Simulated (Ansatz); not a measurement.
# Σ11 (113) boundary in fcc Al, starting shift (0.33, 0): structure and resistance, part 2 of 3

How much does the Σ11 (113) boundary in fcc Al, starting shift (0.33, 0) reflect electrons?

Ansatz 0.2.0; Ansatz plane-wave DFT, PBE, PAW files; relaxation of a bicrystal slab with its lowest layers held; PAW set soft_1 (the session's first sound run).

So far. Step 2 (Relaxing the bicrystal): The largest force component on a free atom ends at 0.015 eV/Å, under the tolerance of 0.03, after 10 steps.

## Step 3: Transmission across the boundary

Bulk layers of each grain are laid under and over the relaxed boundary, and a lead is named in the middle of each, away from the free faces. The mesh across the current, 22×22, is finer than the density's, because channels open and close sharply across the zone. Energies from -0.1 to 0.1 eV in steps of 0.05 eV are too few for the program's thermal sum, so it prints no conductance; for a metal the transmission near the Fermi level serves, at a fraction of the cost.

This step: Ansatz plane-wave DFT, PBE, PAW files; ballistic transport by layer matching (Landauer), zero bias; boundary relaxed in a short slab, bulk layers laid on; PAW set soft_1 (Ansatz 0.2.0).

System of this step: Σ11 (113) boundary in fcc Al, starting shift (0.33, 0). The cell holds 36 atoms: 36 Al. Its edges and angles: a = 2.862 Å, b = 4.958 Å, c = 50.734 Å, α = 90.0°, β = 90.0°, γ = 73.2°. It derives from Al. Regions: lower grain, 14 atoms (14 Al); boundary, 10 atoms (10 Al); upper grain, 12 atoms (12 Al). Vacuum lies along c.

File input.yaml:

```yaml
crystal:
  lattice:
    - [2.862347037, 0.0, 0.0]
    - [1.4311735185, 4.7466655708, 0.0]
    - [0.0, 0.0, 50.7336319434]
  atoms:
    - { symbol: Al, position: [4.9090909092, -9.8181818184, 0.0788431627] }
    - { symbol: Al, position: [4.6363636364, -9.272727273, 0.1029003578] }
    - { symbol: Al, position: [4.3636363637, -8.7272727275, 0.1269575528] }
    - { symbol: Al, position: [4.090909091, -8.181818182, 0.1510147478] }
    - { symbol: Al, position: [3.8181818182, -7.6363636366, 0.1750719428] }
    - { symbol: Al, position: [3.5454545455, -7.0909090911, 0.1991291378] }
    - { symbol: Al, position: [3.2727272728, -6.5454545456, 0.2231863328] }
    - { symbol: Al, position: [3.0, -6.0000000002, 0.2472435279] }
    - { symbol: Al, position: [2.7272727273, -5.4545454547, 0.2713007229] }
    - { symbol: Al, position: [2.4545454546, -4.9090909092, 0.2953579179] }
    - { symbol: Al, position: [2.1818181818, -4.3636363638, 0.3194151129] }
    - { symbol: Al, position: [1.9090909091, -3.8181818183, 0.3434723079] }
    - { symbol: Al, position: [1.6363636364, -3.2727272728, 0.3675295029] }
    - { symbol: Al, position: [1.3636363636, -2.7272727274, 0.3915866979] }
    - { symbol: Al, position: [0.0909090909, 0.8181818181, 0.415643893] }
    - { symbol: Al, position: [0.8183088228, 0.3616817834, 0.4397646198] }
    - { symbol: Al, position: [0.5453307585, 0.9090414743, 0.4630282946] }
    - { symbol: Al, position: [0.2678715383, 0.4584232174, 0.4872962617] }
    - { symbol: Al, position: [-0.0046086703, 0.0071309934, 0.5101566194] }
    - { symbol: Al, position: [0.7075283159, 0.5547267458, 0.5359184383] }
    - { symbol: Al, position: [0.9603063743, 1.0192381821, 0.5629469476] }
    - { symbol: Al, position: [0.2345435941, 0.4761159, 0.5846795239] }
    - { symbol: Al, position: [0.5054339952, 0.9277057433, 0.6101253914] }
    - { symbol: Al, position: [0.7777315044, 0.384044624, 0.6324704971] }
    - { symbol: Al, position: [2.0504587771, -3.1614099215, 0.6565276921] }
    - { symbol: Al, position: [2.3231860499, -3.7068644669, 0.6805848871] }
    - { symbol: Al, position: [2.5959133226, -4.2523190124, 0.7046420821] }
    - { symbol: Al, position: [2.8686405953, -4.7977735579, 0.7286992771] }
    - { symbol: Al, position: [3.1413678681, -5.3432281033, 0.7527564721] }
    - { symbol: Al, position: [3.4140951408, -5.8886826488, 0.7768136672] }
    - { symbol: Al, position: [3.6868224135, -6.4341371943, 0.8008708622] }
    - { symbol: Al, position: [3.9595496863, -6.9795917397, 0.8249280572] }
    - { symbol: Al, position: [4.232276959, -7.5250462852, 0.8489852522] }
    - { symbol: Al, position: [4.5050042317, -8.0705008307, 0.8730424472] }
    - { symbol: Al, position: [4.7777315045, -8.6159553761, 0.8970996422] }
    - { symbol: Al, position: [5.0504587772, -9.1614099216, 0.9211568373] }
kpoints:
  mp_grid: { grid: [9, 9, 1] }
hamiltonian:
  xc: pbe
  pseudopotentials: { kind: paw, azcp: { folder: soft_1 } }
scf:
  occupations: { method: fermi_dirac, width: 0.1 }
output:
  transmission:
    leads: [[8, 9], [28, 29]]
    kmesh: [22, 22]
    e_range: [-0.1, 0.1]
    de: 0.05
  write_potential: true
  write_density: true
  volumetric_format: npy
  elf: true
```

Launch:

```bash
ansatz run input.yaml --threads 4 --pin off --max-ram 15360MiB --backend cpu --events-out ev --progress --plain --runs-dir out
```

Numbers of over 12 decimals in the logs are rounded to 6 here.

The program printed:

```text
[...]
Crystal: 36 atoms, lattice volume = 689.298 Å³
Basis set: ecut = 420 eV, 13547 PW (Γ)
Bands: 90, of which v1, the nominal top of the filled ones, is band 54 counted from 1 (53 counted from 0)
Symmetry: 1 space group operations
[...]
k-points: 41 of 81 (time reversal used)
[...]
SCF iter   1: F=—  HF=-19350.859175 eV  |F-HF|=—  |Δ(HF+E_count)|=         —  Δρ=2.26e-2  dr2=7.08e1  ethr=3.10e-3  ⟨swp⟩=8.5  Hψ=21179  notcnv=0  defer=136
[...]
SCF iter   9: F=-19348.372882 eV  HF=-19348.372882 eV  |F-HF|=3.37e-9  |Δ(HF+E_count)|=   3.73e-9  Δρ=3.69e-7  dr2=4.60e-9  ethr=9.26e-11  ⟨swp⟩=26.3  Hψ=16021  notcnv=0
SCF 1 converged in 9 iterations: F = -19348.372882 eV  dr2 = 4.60e-9
[...]
transmission: 952 of 9516 steps passed
transmission: 1904 of 9516 steps passed
[...]
transmission: 9516 of 9516 steps passed
WARN: The output density's exchange-correlation potential varies sharply where the density is thin. Do not read a vacuum level from v_tot or v_xc, or from such a field of the output density. On a cell that repeats whose density bears no net charge and no dipole along the vacuum's axis use v_es (v_loc + v_h of the components); under efield.dipole_correction with no amplitude use v_es + v_field, which holds any externa [...]
SCF converged after 9 iterations
Free energy (F): -19348.372882 eV
[...]
Internal energy: -19347.859323 eV  (E = F + TS)
E sigma→0 (E₀):  -19348.116102 eV
Entropy (-TS):   -0.513559 eV (-14.266 meV/atom)
Fermi energy:    6.268577 eV
[...]
--- Band table (eV; the first three rows and the last of 41) ---
  k-point 0: bands = [... 50 lower, 5.0431, 5.1726, 5.4206, 5.4886, 5.6648, 6.0445, 6.2836, 6.4573, ... 32 higher]
  k-point 1: bands = [... 50 lower, 5.1622, 5.3792, 5.5175, 5.6878, 5.9434, 6.2326, 6.4671, 6.5873, ... 32 higher]
  k-point 2: bands = [... 50 lower, 5.8366, 5.9298, 6.0931, 6.2788, 6.4550, 6.5902, 6.7737, 6.9833, ... 32 higher]
  k-point 40: bands = [... 50 lower, 5.3788, 5.4793, 5.5367, 5.6395, 5.7216, 5.8068, 5.8739, 5.9022, ... 32 higher]
--- Transmission ---
  basis      : 119 plane waves across, 39 finite elements along
  points     : 244, standing for a mesh of 22 x 22
  energies   : 5 from -0.100000 to 0.100000 eV about the Fermi level, 0.050000 eV apart; the leads are filled to 0.000000 eV, and channels, transmission and decay are at 0.000000 eV
  crystal 0  : Al2, at the sites [8, 9], period 2.4410 Å, over 18.31 Å; its Hamiltonian steps by up to 14.1 meV
    offset         : up to 0.0000 Å between an atom of the period and one for which it stands
    channels       : 2.642562e0 a spin
    conductance    : none, the energies end too early or step too widely for 300 K: set another output.transmission.e_range or a lower de, or, where they end at an eighth of basis.ecutwfc, a higher one
[...]
channels       : 2.642562e0 a spin
[...]
junction   : crystal 0 to crystal 1, 13.15 to 37.58 Å
    transmission   : 1.890214e0 a spin
[...]
```

The job ended after 7.4 min (4 threads of Arm Neoverse V1, shared host; peak memory 3.4 GiB; 28 min of CPU time).

This step gave:

| Item | Value |
| --- | --- |
| free energy | -19348.3729 eV |
| energy at zero smearing | -19348.1161 eV |
| Fermi energy | 6.269 eV |
| cell area | 13.59 Å² |
| transmission per spin nearest the Fermi level | 1.890 |
| open channels per spin nearest the Fermi level | 2.643 |
| open channels per spin, upper lead | 2.643 |
| step of the lead's potential | 14.1 meV |
| step of the upper lead's potential | 15.2 meV |

Per spin. Transmission, zone mean against energy, zero at the Fermi level:

```
energy (eV)  transmission, zone mean
    -0.1000                     1.78
    -0.0500                     1.84
     0.0000                     1.89
     0.0500                     1.92
     0.1000                     1.95
```

Per spin. Open channels, zone mean against energy, zero at the Fermi level:

```
energy (eV)  lead  upper lead
    -0.1000  2.53        2.54
    -0.0500  2.62        2.63
     0.0000  2.64        2.64
     0.0500  2.68        2.67
     0.1000  2.70        2.70
```

Transmission over k1 and k2. At 0.0000 eV from the Fermi level.

Ten even steps from '_' (0.61) to '@' (4.00):
```
%%##==....++++------------------++....::##--
--##......++++------------------==....--##--
--++......++++--------------++++==__..++##%%
##**......++++--------++++******--__..**--%%
%%**......++++------++**++........__==%%..**
%%**......==++--++**++..======....__++==@@@@
##++........==++**..==++====--....__--++@@**
--##==......==**..======....______----==..%%
--##**::..__--..====........________++%%--%%
%%####--..__....--..........____..__==**##--
@@--##++..__....__..........__....__..++##--
%%--##**==__..____..........--....__..--####
--%%--%%++________........====..--__..::**##
--%%..==----______....======..**==......==##
##**@@++--__....--====++==..**++==........++
%%@@@@==++__....======..++**++--++==......**
%%**..%%==__........++**++------++++......**
##%%--**..__--******++++--------++++......**
--%%##++..__==++++--------------++++......++
----##--....==------------------++++......##
%%--##::....++------------------++++....==##
@@##**....==++------------------++==....**##
```
Columns: k1 (b1) from -0.5 to 0.455; rows upwards: k2 (b2) from -0.5 to 0.455.

Open channels over k1 and k2. At 0.0000 eV from the Fermi level.

Ten even steps from '_' (1.00) to '@' (5.00):
```
######::::++++::::::::::::::::::++::::::##++
++##::::::++++::::::::::::::::::++::::++##++
++##::::::++++::::::::::::::++++++::::######
##++::::::++++::::::::++++++++++++::::##++##
##++::::::++++::::::++++++::::::::::##@@++##
##++::::::++++::++++++::++++++::::::####@@@@
####::::::::++++++::++++++++++::::::##++@@##
++####::::::++++::++++++::::______++####++##
++####::::::++::++++::::::________::##@@++##
######++::::::::++::::__________::::######++
##++####::::::::______________::::::::####++
##++######::::__________::::++::::::::++####
++##++@@##::________::::::++++::++::::::####
++##++####++______::::++++++::++++::::::####
####@@++##::::::++++++++++::++++++::::::::##
##@@@@####::::::++++++::++++++::++++::::::++
####++@@##::::::::::++++++::::::++++::::::++
####++##::::++++++++++++::::::::++++::::::++
++######::::++++++::::::::::::::++++::::::##
++++##++::::++::::::::::::::::::++++::::::##
##++##::::::++::::::::::::::::::++++::::####
######::::++++::::::::::::::::::++++::::####
```
Columns: k1 (b1) from -0.5 to 0.455; rows upwards: k2 (b2) from -0.5 to 0.455.

ELF in the cb plane at fractional x = 0.708, with atoms of Al within 0.2 Å of it. It is the smooth field of the valence electrons, not physical close to the nuclei.

Ten even steps from '0' (0.00) to '9' (0.85), each cell a mean:
```
65667754445776666776566774236766689997421000
76445664445676656676555664236766789997421000
75212565556776666775433566457766789986420000
65101576667777754565433467777666778764210000
55323676777667621136444567666677766542100000
46666776665556513126655677676557764321000000
56777777654335521147666777774114764210000000
66667767653234665567766666662122664100000000
77777533664334677666766544563113764100000000
76676301465556676666776433466557864210000000
65566412576666776665676544466777765432100000
54556644667765677764467655567666777764210000
54556765556765566764467765467666678886420000
```
Columns run along c (16.0 Å, from fractional 0.68 to 1.00 of the cell), rows up along b (5.0 Å). Atoms in or near the plane, at fractional coordinates: Al at (0.80, 0.57), Al at (0.90, 0.38).

Valence density in the cb plane at fractional x = 0.708, with atoms of Al within 0.2 Å of it. It is the smooth field of the valence electrons, not physical close to the nuclei.

Ten even steps from '0' (0.00 e/Å³) to '9' (0.21 e/Å³), each cell a mean:
```
88899987678999888999999998679988888631000000
99888987678998888899877898679989999641000000
99646997788998889998666799889989998631000000
88535898899999998898656789999888987421000000
79767998999889964478766789999999865310000000
79999998888778852379878898899999853210000000
78999999887667864589889998998557753100000000
88889999986557898899889888896335752100000000
99999877986667899998998777797446742100000000
99899755898778998889998766789888742100000000
88889856899999998899998766789998643110000000
87789988999999999998899877899887764310000000
77789998778998999998899999899887776421000000
```
Columns run along c (16.0 Å, from fractional 0.68 to 1.00 of the cell), rows up along b (5.0 Å). Atoms in or near the plane, at fractional coordinates: Al at (0.80, 0.57), Al at (0.90, 0.38).

Electrostatic potential energy in the cb plane at fractional x = 0.708, with atoms of Al within 0.2 Å of it. With pseudopotentials it is smooth inside the atoms' cores, unlike the true potential.

Values in eV, 7 rows by 16 columns, each cell a mean:
```
 3 -2  6  7  3  4  4  0  4 -8 -3  2  0  9 10 10
-4 -2  3  5  6  2  0  7  6 -4  2  5  4  9 10 10
-2 -6  4  5  6 -3 -2  5  7  6  3  4  8 10 10 10
 6  4  5  7  7 -4 -4  5  5  6 -4 -4  8 10 10 10
 5  2 -7  3  8  3  2  6  6  5 -3 -4  8 10 10 10
 3  0 -6  0  2  3  3 -2  6  7  1  2  9 10 10 10
 6  5 -2  5 -4 -1 -1 -9  4 -2  3  6  5  9 10 10
```
Columns run along c (16.0 Å, from fractional 0.68 to 1.00 of the cell; values clipped at the 3rd and 97th percentile), rows up along b (5.0 Å). Atoms in or near the plane, at fractional coordinates: Al at (0.80, 0.57), Al at (0.90, 0.38).

Over the solved energies the transmission per spin lies between 1.78 and 1.95, out of 2.63 channels of the lead on average (up to 2.70).

## Step 4: Specific resistance

This step: Ansatz plane-wave DFT, PBE, PAW files; ballistic transport by layer matching (Landauer), zero bias; specific resistance of the boundary; PAW set soft_1 (Ansatz 0.2.0).

Numbers from this step:

| Property | Result |
| --- | --- |
| area resistance | 0.2684 fΩ m² |
| T over the leads' mean channel count | 0.7127 |

Averaged over the energies near the Fermi level, 71.3 % of the channels pass, which makes 0.268 fΩ m².

By hand, with T and the leads' channels N averaged over the energies near the Fermi level: RA = A (h/2e²)(1/T − ½[1/N₁ + 1/N₂]) = 13.59×10⁻²⁰ m² × 12 906 Ω × (1/1.877 − ½[1/2.633 + 1/2.636]) = 0.268 fΩ m².

[end of part 2 of 3]

[Logs are printed without paths, hosts, clocks, repeated set-up lines and the standing remarks that a program may print on its own settings, such as how far it seeks lower states.]

[Hosts, paths, dates, database ids (printed as entryN), source tags and the programs' standing remarks are cut or masked in the printed files.]
